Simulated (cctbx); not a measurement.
# A disordered crystal of nominal Si2Sb3As

Cell a = 11.1430 Å, b = 17.0470 Å, c = 3.9560 Å, α = 90.00°, β = 90.00°, γ = 90.00°; space group Pbam (no. 55); nominal formula Si2Sb3As.

The data are simulated with cctbx, not measured: Cu Kα, λ = 1.54184 Å, to d = 0.83 Å, 50 % of the full sphere, strongest reflection 5000 counts, noise from counting, a 3 % proportional error and a noise floor of 4 counts (s.d.); no absorption.

With every site full:

```text
Rint 0.047, 777 unique reflections to 0.83 A
cycle     R1     wR2    GooF  max shift (A)
   1  0.1086  0.2322   4.566   0.00512
   2  0.0243  0.0512   1.006   0.00000
final R1 0.0243 wR2 0.0512 GooF 1.006  parameters 36  data/parameter 21.6
atom        x        y        z      Ueq    occ   su(xyz)  su(Uiso or U11)
Sb1    0.04839  0.11964  0.00000   0.0069  1.000  0.00005  0.0003
Sb2    0.24281  0.44612  0.50000   0.0048  1.000  0.00005  0.0003
Sb3    0.11710  0.37904  0.00000   0.0057  1.000  0.00005  0.0003
As2    0.33340  0.20188  0.50000   0.0020  1.000  0.00008  0.0004
Si1    0.41304  0.34599  0.50000   0.0082  1.000  0.00022  0.0013
Si2    0.20002  0.23163  0.00000   0.0059  1.000  0.00022  0.0012
difference map: max 1.31 min -1.26 rms 0.31
Q1    0.1571  0.6772  0.5000    4    1.33  0.43 A from As2
Q2    0.0223  0.8180  0.3765    8    1.32  0.99 A from Si1
Q3    0.0287  0.2228  0.5000    4    1.13  1.74 A from Si1
Q4    0.0229  0.6843  0.5000    4    1.01  1.63 A from As2
Q5    0.2413  0.2647  0.5000    4    1.01  1.48 A from As2
Q6    0.1476  0.5039  0.0000    4    1.00  2.16 A from Sb3
```

With the occupancies of the suspect sites free, each still typed as its main element:

```text
Rint 0.047, 777 unique reflections to 0.83 A
cycle     R1     wR2    GooF  max shift (A)
   1  0.0572  0.1235   2.432   0.00031
   6  0.0228  0.0482   0.949   0.00003
final R1 0.0228 wR2 0.0482 GooF 0.948  parameters 38  data/parameter 20.4
atom        x        y        z      Ueq    occ   su(xyz)  su(Uiso or U11)
Sb1    0.04839  0.11964  0.00000   0.0060  0.981  0.00005  0.0003
Sb2    0.24281  0.44613  0.50000   0.0049  1.000  0.00005  0.0003
Sb3    0.11709  0.37904  0.00000   0.0058  1.000  0.00005  0.0003
As2    0.33343  0.20189  0.50000   0.0040  1.035  0.00008  0.0005
Si1    0.41298  0.34599  0.50000   0.0083  1.000  0.00021  0.0012
Si2    0.19996  0.23164  0.00000   0.0061  1.000  0.00021  0.0011
su of occupancy Sb1: 0.004
su of occupancy As2: 0.006
difference map: max 1.17 min -1.06 rms 0.30
Q1    0.0199  0.8184  0.3751    8    1.21  1.01 A from Si1
Q2    0.1480  0.5032  0.0000    4    1.04  2.14 A from Sb3
Q3    0.0301  0.2223  0.5000    4    1.03  1.75 A from Si1
Q4    0.2428  0.2652  0.5000    4    1.01  1.48 A from As2
Q5    0.0594  0.6301  0.3541    8    1.00  1.80 A from As2
Q6    0.0211  0.6827  0.5000    4    0.99  1.65 A from As2
```

**Question.** What is the disorder?

X-rays count electrons. Sb1 refines to 0.981(0.004), or 50.0 electrons; the site truly holds 0.95 Sb and 0.05 As, 50.1 electrons, which is 0.982 of Sb; As2 refines to 1.035(0.006), or 34.2 electrons; the site truly holds 0.95 As and 0.05 Sb, 33.9 electrons, which is 1.027 of As. A value under 1 can't tell vacancies from a lighter guest, and one over 1 needs a heavier guest; chemistry or a second radiation must settle which. Occupancy correlates with U and the scale, and the two elements' form factors differ in shape, so the match is approximate.

Freeing them takes R1 from 0.0243 to 0.0228 and GooF from 1.01 to 0.95.

The model is made up (kin elements in a known structure type, no relaxation), so it says nothing on whether the phase exists.

[Middle refinement cycles are left out of these outputs.]

[Logs are printed without paths, hosts, clocks, repeated set-up lines and the standing remarks that a program may print on its own settings, such as how far it seeks lower states.]
